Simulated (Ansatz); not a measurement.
# SbAs (model cell, started as CsCl type): following an unstable mode, part 2 of 2

Aim: this structure of SbAs (model cell, started as CsCl type) is to be tested for unstable modes, and one is followed downhill.

Ansatz 0.2.0; DFT PBEsol, scalar-relativistic, plane waves, PAW.

So far, highest frequency on the path or at a solved wavevector (cm⁻¹): step 2 (response at finite wavevector) 124. Also lowest frequency on the path (cm⁻¹): step 2 -100.

The structure was built from a prototype and need not be the compound's stable phase.

## Step 4: The mode frozen in, largest atomic shift 0.45 Å

The atoms are moved along the unstable eigenvector, the largest shift by 0.45 Å, with the cell fixed.

The input, input.yaml:

```yaml
crystal:
  lattice:
    - [-3.5245974121, 0.0, 0.0]
    - [0.0, -3.5245974121, -3.5245974121]
    - [0.0, -3.5245974121, 3.5245974121]
  atoms:
    - { symbol: Sb, position: [1.127674156, 0.5, 0.5] }
    - { symbol: Sb, position: [0.872325844, 1.0, 1.0] }
    - { symbol: As, position: [0.5, 0.0, 0.5] }
    - { symbol: As, position: [0.5, 0.5, 0.0] }
kpoints:
  mp_grid: { grid: [10, 8, 8] }
hamiltonian:
  xc: pbesol
scf:
  occupations: { method: methfessel_paxton, width: 0.15 }
output:
  forces: true
  stress: true
  eigenvalues: true
```

On the command line:

```bash
ansatz run input.yaml --threads 4 --pin off --max-ram 7168MiB --backend cpu --events-out ev --progress --plain --runs-dir out
```

Numbers of over 12 decimals in the logs are rounded to 6 here.

What it wrote:

```text
[...]
Crystal: 4 atoms, lattice volume = 87.571 Å³
Basis set: ecut = 420 eV, 1719 PW (Γ), exchange–correlation on 48×72×72 points (8 copies of the dense FFT grid, shifted against one another)
Bands: 36, of which v1, the nominal top of the filled ones, is band 30 counted from 1 (29 counted from 0)
Symmetry: 16 space group operations
[...]
k-points: 90 of 640
[...]
k-point 0: bands = [... 26 lower, 10.0949, 10.0949, 11.1144, 13.6774, 13.6957, 15.8149, 16.7882, 17.3996, ... 2 higher]
  k-point 1: bands = [... 26 lower, 9.7976, 10.4530, 11.1948, 13.5824, 13.9128, 16.1651, 16.2646, 17.4439, ... 2 higher]
  k-point 2: bands = [... 26 lower, 9.1119, 11.1490, 11.4340, 13.2605, 14.5979, 15.1852, 16.4478, 17.3727, ... 2 higher]
  k-point 89: bands = [... 26 lower, 6.7706, 6.7706, 13.4223, 13.4223, 15.4937, 15.4937, 16.6577, 16.6577, ... 2 higher]
[key lines of the parts left out:]
SCF converged after 7 iterations
Free energy (F): -22441.275519 eV
Fermi energy:    12.616303 eV
P = ⅓ Tr σ = 3.8959 GPa (38.959 kbar)
```

Wall time 4.8 s (4 threads of Intel Xeon 6975P-C (Granite Rapids), shared host); peak memory 0.57 GiB; 17 s of CPU time.

This step gave:

* pressure: 3.896 GPa
* energy from the undistorted cell: -27.23 meV/atom

The energy, extrapolated to zero smearing, is -27.23 meV/atom against the undistorted cell.

The run ends at a pressure of 3.90 GPa, with forces up to 0.12 eV/Å.

## Step 5: Energy along the mode, all amplitudes (two of the runs are shown above)

An imaginary frequency means negative curvature, so the energy should fall and then rise again as anharmonic terms take over.

Numbers from this step:

```
depth at the lowest point sampled  : 27.23 meV/atom
largest atomic shift at that point : 0.45 Å
```

Table of energy from the parent by largest atomic shift:

| largest atomic shift (Å) | energy from the parent (meV/atom) |
| --- | --- |
| 0.000 | 0 |
| 0.040 | -0.517 |
| 0.080 | -2.04 |
| 0.140 | -6.49 |
| 0.220 | -15.0 |
| 0.320 | -24.4 |
| 0.450 | -27.2 |
| 0.600 | -3.27 |

Displacement at unit largest shift by atom:

| atom | x (Å) | y (Å) | z (Å) | size |
| --- | --- | --- | --- | --- |
| Sb1 | -1.00 | 0.00 | 0.00 | 1.00 |
| Sb2 | 1.00 | 0.00 | 0.00 | 1.00 |
| As3 | 0.00 | 0.00 | 0.00 | 0.00 |
| As4 | 0.00 | 0.00 | 0.00 | 0.00 |

The lowest of the steps tried is at 0.45 Å, 27.2 meV/atom below the parent; the bottom of the well need not coincide with a step.

## Step 6: Relaxation from the frozen mode

Starting from the lowest point found, all atoms and the cell are let go, so that strain and other modes of the same symmetry can join in.

Changes to input.yaml since step 4:

```diff
@@ -20 +20,6 @@
   eigenvalues: true
+relax:
+  adjacent_minimum: "off"
+  f_tol: 0.002
+  max_steps: 120
+  cell: { stress_tol: 0.03 }
```

What it wrote:

```text
[...]
Crystal: 4 atoms, lattice volume = 87.571 Å³
Basis set: ecut = 420 eV, 1719 PW (Γ), exchange–correlation on 48×72×72 points (8 copies of the dense FFT grid, shifted against one another)
Bands: 36, of which v1, the nominal top of the filled ones, is band 30 counted from 1 (29 counted from 0)
Symmetry: 16 space group operations
[...]
k-points: 90 of 640
[...]
SCF iter   1: F=—  HF=-22441.282810 eV  |F-HF|=—  |Δ(HF+E_count)|=         —  Δρ=3.81e-3  dr2=1.97e-2  ethr=1.77e-3  ⟨swp⟩=6.8  Hψ=12956  notcnv=0
[...]
SCF iter   7: F=-22441.275519 eV  HF=-22441.275519 eV  |F-HF|=2.32e-8  |Δ(HF+E_count)|=   1.71e-7  S|Δr|=    0.00e0  Δρ=7.20e-6  dr2=4.90e-8  ethr=1.67e-10  ⟨swp⟩=6.1  Hψ=14283  notcnv=0
SCF 1 converged in 7 iterations: F = -22441.275519 eV  dr2 = 4.90e-8
[...]
relax step   1: F+E_penalty+E_count = -22441.27551863 eV  Δ(F+E_penalty+E_count) = +0.000e0 eV  max|allowed force component| = 1.186e-1 eV/Å  Δτ_max = 0.0000 Å  P = +3.896 GPa  Ω = 87.571 Å³  (7 SCF iters, dr2 threshold 1.00e-7 eV, accepted)
Crystal: 4 atoms, lattice volume = 95.646 Å³
Basis set: ecut = 420 eV, 1845 PW (Γ), exchange–correlation on 48×72×72 points (8 copies of the dense FFT grid, shifted against one another)
[...]
SCF iter   6: F=-22441.329896 eV  HF=-22441.329896 eV  |F-HF|=2.17e-8  |Δ(HF+E_count)|=   9.99e-9  S|Δr|=    0.00e0  Δρ=6.88e-6  dr2=6.53e-8  ethr=6.67e-10  ⟨swp⟩=4.4  Hψ=11079  notcnv=0
SCF 2 converged in 6 iterations: F = -22441.329896 eV  dr2 = 6.53e-8
relax step   2: F+E_penalty+E_count = -22441.32989640 eV  Δ(F+E_penalty+E_count) = -5.438e-2 eV  max|allowed force component| = 2.154e-1 eV/Å  Δτ_max = 0.0194 Å  P = -2.071 GPa  Ω = 95.646 Å³  energy of the carried Pulay correction = -1.877e-3 eV  (6 SCF iters, dr2 threshold 4.00e-7 eV, accepted)
Crystal: 4 atoms, lattice volume = 94.152 Å³
Basis set: ecut = 420 eV, 1881 PW (Γ), exchange–correlation on 48×72×72 points (8 copies of the dense FFT grid, shifted against one another)
[...]
SCF iter   6: F=-22441.382303 eV  HF=-22441.382303 eV  |F-HF|=9.79e-9  |Δ(HF+E_count)|=   1.24e-7  S|Δr|=    0.00e0  Δρ=5.01e-6  dr2=2.46e-8  ethr=6.67e-10  ⟨swp⟩=4.7  Hψ=12095  notcnv=0
SCF 3 converged in 6 iterations: F = -22441.382303 eV  dr2 = 2.46e-8
relax step   3: F+E_penalty+E_count = -22441.38230262 eV  Δ(F+E_penalty+E_count) = -5.241e-2 eV  max|allowed force component| = 2.160e-1 eV/Å  Δτ_max = 0.0010 Å  P = -0.706 GPa  Ω = 94.152 Å³  energy of the carried Pulay correction = -1.542e-3 eV  (6 SCF iters, dr2 threshold 4.00e-7 eV, accepted)
[... from here on, the SCF cycles and remarks between the steps are left out ...]
relax step   4: F+E_penalty+E_count = -22441.45913743 eV  Δ(F+E_penalty+E_count) = -7.683e-2 eV  max|allowed force component| = 1.750e-1 eV/Å  Δτ_max = 0.0486 Å  P = +1.129 GPa  Ω = 93.743 Å³  energy of the carried Pulay correction = -1.450e-3 eV  (6 SCF iters, dr2 threshold 4.00e-7 eV, accepted)
relax step   5: F+E_penalty+E_count = -22441.47216933 eV  Δ(F+E_penalty+E_count) = -1.303e-2 eV  max|allowed force component| = 1.897e-1 eV/Å  Δτ_max = 0.0906 Å  P = +2.273 GPa  Ω = 95.475 Å³  energy of the carried Pulay correction = -1.839e-3 eV  (6 SCF iters, dr2 threshold 4.00e-7 eV, accepted)
relax step   6: F+E_penalty+E_count = -22441.49515212 eV  Δ(F+E_penalty+E_count) = -2.298e-2 eV  max|allowed force component| = 6.081e-2 eV/Å  Δτ_max = 0.0027 Å  P = +0.137 GPa  Ω = 97.723 Å³  energy of the carried Pulay correction = -2.333e-3 eV  (6 SCF iters, dr2 threshold 4.00e-7 eV, accepted)
relax step   7: F+E_penalty+E_count = -22441.49564057 eV  Δ(F+E_penalty+E_count) = -4.885e-4 eV  max|allowed force component| = 3.015e-2 eV/Å  Δτ_max = 0.0136 Å  P = -0.066 GPa  Ω = 97.723 Å³  energy of the carried Pulay correction = -2.333e-3 eV  (5 SCF iters, dr2 threshold 2.31e-7 eV, accepted)
relax step   8: F+E_penalty+E_count = -22441.49590324 eV  Δ(F+E_penalty+E_count) = -2.627e-4 eV  max|allowed force component| = 4.177e-4 eV/Å  Δτ_max = 0.0042 Å  P = -0.002 GPa  Ω = 97.705 Å³  energy of the carried Pulay correction = -2.329e-3 eV  (4 SCF iters, dr2 threshold 1.02e-7 eV, accepted)
relax step   9: F+E_penalty+E_count = -22441.51106379 eV  Δ(F+E_penalty+E_count) = -1.516e-2 eV  max|allowed force component| = 2.420e-3 eV/Å  Δτ_max = 0.0000 Å  P = +0.270 GPa  Ω = 97.705 Å³  stress off target by 7.21e-1 GPa  SCF on the basis re-selected at this cell (its energy is not comparable with the rows above)  (7 SCF iters)
relax step  10: F+E_penalty+E_count = -22441.51444454 eV  Δ(F+E_penalty+E_count) = -3.381e-3 eV  max|allowed force component| = 4.635e-3 eV/Å  Δτ_max = 0.0115 Å  P = +0.065 GPa  Ω = 98.682 Å³  energy of the carried Pulay correction = -2.130e-4 eV  (5 SCF iters, dr2 threshold 4.00e-7 eV, accepted)
relax step  11: F+E_penalty+E_count = -22441.51474547 eV  Δ(F+E_penalty+E_count) = -3.009e-4 eV  max|allowed force component| = 7.176e-3 eV/Å  Δτ_max = 0.0020 Å  P = -0.004 GPa  Ω = 99.017 Å³  energy of the carried Pulay correction = -2.879e-4 eV  (4 SCF iters, dr2 threshold 1.28e-7 eV, accepted)
relax step  12: F+E_penalty+E_count = -22441.51474556 eV  Δ(F+E_penalty+E_count) = -8.881e-8 eV  max|allowed force component| = 8.535e-4 eV/Å  Δτ_max = 0.0017 Å  P = +0.001 GPa  Ω = 99.067 Å³  energy of the carried Pulay correction = -2.993e-4 eV  (5 SCF iters, dr2 threshold 3.22e-9 eV, accepted)
[...]
SCF iter   6: F=-22441.515038 eV  HF=-22441.515038 eV  |F-HF|=1.46e-11  |Δ(HF+E_count)|=  7.28e-12  S|Δr|=    0.00e0  Δρ=3.26e-8  dr2=1.65e-12  ethr=1.00e-12  ⟨swp⟩=5.2  Hψ=12669  notcnv=0
SCF 13 converged in 6 iterations: F = -22441.515038 eV  dr2 = 1.65e-12
relax step  13: F+E_penalty+E_count = -22441.51503752 eV  Δ(F+E_penalty+E_count) = -2.920e-4 eV  max|allowed force component| = 8.108e-4 eV/Å  Δτ_max = 0.0000 Å  P = -0.003 GPa  Ω = 99.067 Å³  stress off target by 3.31e-3 GPa  SCF on the basis re-selected at this cell (its energy is not comparable with the rows above)  (6 SCF iters)
[...]
SCF converged after 6 iterations
[...]
Free energy (F): -22441.515038 eV
[...]
Internal energy: -22441.514533 eV  (E = F + TS)
E sigma→0 (E₀):  -22441.514911 eV
Entropy (-TS):   -0.000505 eV (-0.126 meV/atom)
Fermi energy:    10.609432 eV
[...]
--- Forces (eV/Å), atoms counted from 1 ---
  atom   1  Sb     0.00081078     0.00000000     0.00000000
  atom   2  Sb    -0.00081078    -0.00000000    -0.00000000
  atom   3  As     0.00000000    -0.00000000     0.00000000
  atom   4  As     0.00000000     0.00000000    -0.00000000
  max |Σ_I F_I| component: 1.04e-17 eV/Å
--- Stress (GPa, compression-positive) ---
       -0.001203       0.000000       0.000000
       -0.000000      -0.003311      -0.000000
       -0.000000      -0.000000      -0.003311
  P = ⅓ Tr σ = -0.0026 GPa (-0.026 kbar)
--- Band table (eV; the first three rows and the last of 90) ---
  k-point 0: bands = [... 26 lower, 8.6136, 8.8362, 8.8362, 10.5772, 10.6378, 12.4234, 13.8841, 13.8841, ... 2 higher]
  k-point 1: bands = [... 26 lower, 8.5367, 8.5560, 8.7206, 10.5109, 11.2241, 12.0202, 13.9392, 14.0046, ... 2 higher]
  k-point 2: bands = [... 26 lower, 7.8961, 8.2659, 9.0232, 10.1546, 11.3465, 12.3978, 14.0941, 14.1098, ... 2 higher]
  k-point 89: bands = [... 26 lower, 5.7135, 5.7135, 11.6804, 11.6804, 13.5969, 13.5969, 14.9447, 14.9447, ... 2 higher]
--- Relaxed structure (11 steps of the walk, 11 accepted, 2 SCFs on fresh bases) ---
  F+E_penalty+E_count = -22441.51503752 eV   max|allowed force component| = 8.108e-4 eV/Å   (the final SCF, on the basis selected at the relaxed cell)
  cell:  # Å, volume = 99.0668 Å³
    - [-4.159482, 0, 0]
    - [0, -3.450876, -3.450876]
    - [0, -3.450876, 3.450876]
  atoms:
    - { symbol: Sb, position: [1.173835, 0.500000, 0.500000] }
    - { symbol: Sb, position: [0.826165, 1.000000, 1.000000] }
    - { symbol: As, position: [0.5, 0.0, 0.500000] }
    - { symbol: As, position: [0.5, 0.500000, 0.0] }
```

Elapsed: 73 s, on 4 threads; peak memory 0.64 GiB; 4.3 min of CPU time.

The steps of the relaxation:

```
step  energy less that of the first step (eV)  largest force component (eV/Å)  pressure (GPa)  volume (Å³)
   1                                   0.0000                          0.1186            3.90        87.57
   2                                  -0.0544                          0.2154           -2.07        95.65
   3                                  -0.1068                          0.2160           -0.71        94.15
   4                                  -0.1836                          0.1750            1.13        93.74
   5                                  -0.1967                          0.1897            2.27        95.48
   6                                  -0.2196                          0.0608            0.14        97.72
   7                                  -0.2201                          0.0302           -0.07        97.72
   8                                  -0.2204                          0.0004            0.00        97.70
  9*                                  -0.2355                          0.0024            0.27        97.70
  10                                  -0.2389                          0.0046            0.07        98.68
  11                                  -0.2392                          0.0072            0.00        99.02
  12                                  -0.2392                          0.0009            0.00        99.07
 13*                                  -0.2395                          0.0008            0.00        99.07
```

Relaxation steps marked * repeat the geometry before them on a plane-wave basis chosen anew for their cell, so energy and pressure can jump there.

Forces are held to the 16 operations that the run works with; a distortion that breaks them can't arise in this run.

| cell as run | before | after | change |
| --- | --- | --- | --- |
| a (Å) | 3.525 | 4.159 | +18.0 % |
| b (Å) | 4.985 | 4.880 | -2.1 % |
| c (Å) | 4.985 | 4.880 | -2.1 % |
| volume (Å³/atom) | 21.89 | 24.77 | +13.1 % |

The atoms that moved most (Å, as changes of fractional coordinates times the final cell):

| atom | dx | dy | dz | length |
| --- | --- | --- | --- | --- |
| Sb2 | 0.192 | 0.000 | 0.000 | 0.192 |
| Sb1 | -0.192 | 0.000 | 0.000 | 0.192 |

Numbers from this step:

* pressure: -0.002608 GPa
* volume per atom: 24.77 Å³

The distorted start has space group P4/nmm; the relaxation ends in P4/nmm.

## Step 7: Modes of the new phase, k-mesh 10×8×8

A relaxed structure may still be a saddle point, so its zone-centre modes are computed. No field response is asked, since the mesh shows no gap.

input.yaml, the sections that differ from step 6:

```yaml
crystal:
  lattice:
    - [-4.1594815781, 0.0, 0.0]
    - [0.0, -3.4508760975, -3.4508760975]
    - [0.0, -3.4508760975, 3.4508760975]
  atoms:
    - { symbol: Sb, position: [1.1738346538, 0.5, 0.5] }
    - { symbol: Sb, position: [0.8261653462, 1.0, 1.0] }
    - { symbol: As, position: [0.5, 0.0, 0.5] }
    - { symbol: As, position: [0.5, 0.5, 0.0] }
output:
  eigenvalues: true
phonons:
  method: dfpt
# kpoints, hamiltonian, scf: as in step 6
# relax: removed
```

What it wrote:

```text
zone centre: on kpoints.mp_grid the ground state, and the responses unless they are solved on pairs of k-points, stand on 204 of the mesh's 640 k-points, reduced under 2 symmetry operations, with k and −k counted as one. Each operation leaves every solved displacement unchanged or reverses it
[...]
Crystal: 4 atoms, lattice volume = 99.067 Å³
Basis set: ecut = 420 eV, 1937 PW (Γ), exchange–correlation on 60×72×72 points (8 copies of the dense FFT grid, shifted against one another)
Bands: 36, of which v1, the nominal top of the filled ones, is band 30 counted from 1 (29 counted from 0)
Symmetry: 16 space group operations
k-points: 204 of 640 (irreducible under 2 space group operations, time reversal used)
[...]
SCF iter   1: F=—  HF=-22441.518711 eV  |F-HF|=—  |Δ(HF+E_count)|=         —  Δρ=2.73e-3  dr2=5.58e-3  ethr=1.77e-3  ⟨swp⟩=6.4  Hψ=29062  notcnv=0
[...]
SCF iter  11: F=-22441.515038 eV  HF=-22441.515038 eV  |F-HF|=3.64e-12  |Δ(HF+E_count)|=  3.64e-12  S|Δr|=    0.00e0  Δρ=3.50e-8  dr2=1.51e-12  ethr=1.00e-12  ⟨swp⟩=8.6  Hψ=33075  notcnv=0
SCF 1 converged in 11 iterations: F = -22441.515038 eV  dr2 = 1.51e-12
[...]
DFPT response loops at Γ: preconditioner auto → Kerker (q_TF=auto, 2.510 Å⁻¹) (partly filled bands, converged f_vac=0.000); β = 1.00, the filter's whole step (`scf.mixing.beta` (0.50) is not read by the response loops under this deck's `scf.mixing.preconditioner`; to damp them name `kerker` or `kerker_dos`, under which they read `scf.mixing.beta`, and type it under 1.00, their step now; both keys bind the ground state too); Broyden in place of MSR1
SCF converged after 11 iterations
[...]
Free energy (F): -22441.515038 eV
[...]
Internal energy: -22441.514533 eV  (E = F + TS)
E sigma→0 (E₀):  -22441.514911 eV
Entropy (-TS):   -0.000505 eV (-0.126 meV/atom)
Fermi energy:    10.609432 eV
[...]
--- Band table (eV; the first three rows and the last of 204) ---
  k-point 0: bands = [... 26 lower, 8.6136, 8.8362, 8.8362, 10.5772, 10.6378, 12.4234, 13.8841, 13.8841, ... 2 higher]
  k-point 1: bands = [... 26 lower, 8.5367, 8.5560, 8.7206, 10.5109, 11.2241, 12.0202, 13.9392, 14.0046, ... 2 higher]
  k-point 2: bands = [... 26 lower, 7.8961, 8.2659, 9.0232, 10.1546, 11.3465, 12.3978, 14.0941, 14.1098, ... 2 higher]
  k-point 203: bands = [... 26 lower, 5.7135, 5.7135, 11.6804, 11.6804, 13.5969, 13.5969, 14.9447, 14.9447, ... 2 higher]
--- Phonons (Γ-DFPT): 4 representative perturbations + reference, on 204 of 640 k-points (Σ response iterations 12) ---
  k mesh reduced under 2 symmetry operations, with k and −k counted as one. Each operation leaves every solved displacement unchanged or reverses it
  ASR residual: 8.007e-5 → 0.000e0 eV/Å²; symmetrization residual: 2.739e-5 eV/Å²
  ASR residual per site (eV/Å²): 8.01e-5 8.01e-5 4.80e-5 4.80e-5
  Γ frequencies (cm⁻¹): 0.00 0.00 0.00 68.36 68.36 112.03 124.12 147.74 147.74 151.43 151.43 158.73
  non-analytic LO–TO correction: not included (Born effective charges unavailable; polar crystals: no LO–TO splitting at Γ)
```

Run time: 100 s. Hardware: 4 threads; peak memory 2.5 GiB.

This step gave:

```
sum-rule residual before enforcement                    : 8.01e-5 eV/Å²
point group                                             : 4/mmm
highest optical mode at the zone centre (no LO-TO term) : 158.7 cm⁻¹
lowest optical zone-centre mode                         : 68.36 cm⁻¹
```

Patterns of degenerate modes are one choice out of their space. Modes at Γ, with each element's share of the kinetic energy:

```csv
mode,frequency (cm⁻¹),symmetry,Sb %,As %
1,0.0,acoustic,62,38
2,0.0,acoustic,62,38
3,0.0,acoustic,62,38
4,68.4,Eg,82,18
5,68.4,Eg,82,18
6,112.0,A1g,100,0
7,124.1,B1g,0,100
8,147.7,Eu,38,62
9,147.7,Eu,38,62
10,151.4,Eg,18,82
11,151.4,Eg,18,82
12,158.7,A2u,38,62
```

Displacements in mode 5 (68.4 cm⁻¹), the largest set to 1:
```
Sb1  0.00  1.00 -0.67
Sb2  0.00 -1.00  0.67
As3  0.00 -0.40  0.60
As4  0.00  0.40 -0.60
```

Displacements in mode 12 (158.7 cm⁻¹), the largest set to 1:
```
Sb1 -0.62  0.00  0.00
Sb2 -0.62  0.00  0.00
As3  1.00  0.00  0.00
As4  1.00  0.00  0.00
```

Before it was imposed, the acoustic sum rule was missed by 8.0e-5 eV/Å². Small misses are needed for a sound result but don't prove that mesh and cutoff are converged. The lowest optical mode is real, 68.4 cm⁻¹.

## Step 8: The phases reached

The phases reached along the modes that were followed are set side by side.

Energies are those of the first relaxation, on the mesh of the frozen mode; space group, volume and gap are those of the last relaxation. Phases, by row:

```csv
mode frozen in,space group,energy from parent (meV/atom),volume (Å³/atom),gap on mesh (eV),lowest zone-centre optical mode (cm⁻¹),largest shift (Å)
parent,Pm-3m,0,21.89,0,–,–
"q = (0, -0.5, -0.5), 100i cm⁻¹",P4/nmm,-41.84,23.53,0,39.6,0.508
"q = (0, -0.5, -0.5), 72i cm⁻¹",P4/nmm,-87.14,24.77,0,68.4,0.723
```

## Step 9: Summary of results

```yaml
unstable_mode_of_the_parent: q = (0, -0.5, -0.5), 72i cm⁻¹
depth_at_the_lowest_point_sampled: 27.2 meV/atom
largest_atomic_shift_at_that_point: 0.45 Å
space_group_reached_within_0p01_a: P4/nmm
energy_gained_over_the_parent_first_relaxation_on_the_mesh_of_the_frozen_mode: 87.1 meV/atom
volume_per_atom_phase_reached: 24.8 Å³
lowest_optical_zone_centre_mode_phase_reached: 68.4 cm⁻¹
highest_optical_mode_at_the_zone_centre_no_lo_to_term_phase_reached: 159 cm⁻¹
```

In words: Along this mode the structure falls into P4/nmm, 87.1 meV/atom below the parent. At the parent's cell the well is 27.23 meV/atom deep on the steps tried, with its lowest point at a shift of 0.45 Å. Relaxing atoms and cell changes the gain by +59.91 meV/atom against the lowest step (energies at zero smearing). Most of the total comes from this relaxation. The new phase has no imaginary mode at the zone centre of its cell; other wavevectors were not checked. Of the 2 patterns followed to their end from this parent, this one reaches the lowest energy. Each path keeps the symmetry of its pattern, so a lower phase may lie along a pattern not tried. With no gap, or one that is small against the smearing, the frequencies hang on the k mesh and the smearing, most of all near Kohn anomalies. The volume moved by more than a tenth on the k mesh of the start, so the energy gain is rough. Spin-orbit coupling is left out, which can matter for the heavy elements here. A phonon run warned that its eigensolver left some bands unconverged in a pass. The starting cell was built on a prototype and not taken from a measurement, so the phase need not exist.

[Logs are printed without paths, hosts, clocks, repeated set-up lines and the standing remarks that a program may print on its own settings, such as how far it seeks lower states.]

[Hosts, paths, dates, database ids (printed as entryN), source tags and the programs' standing remarks are cut or masked in the printed files.]
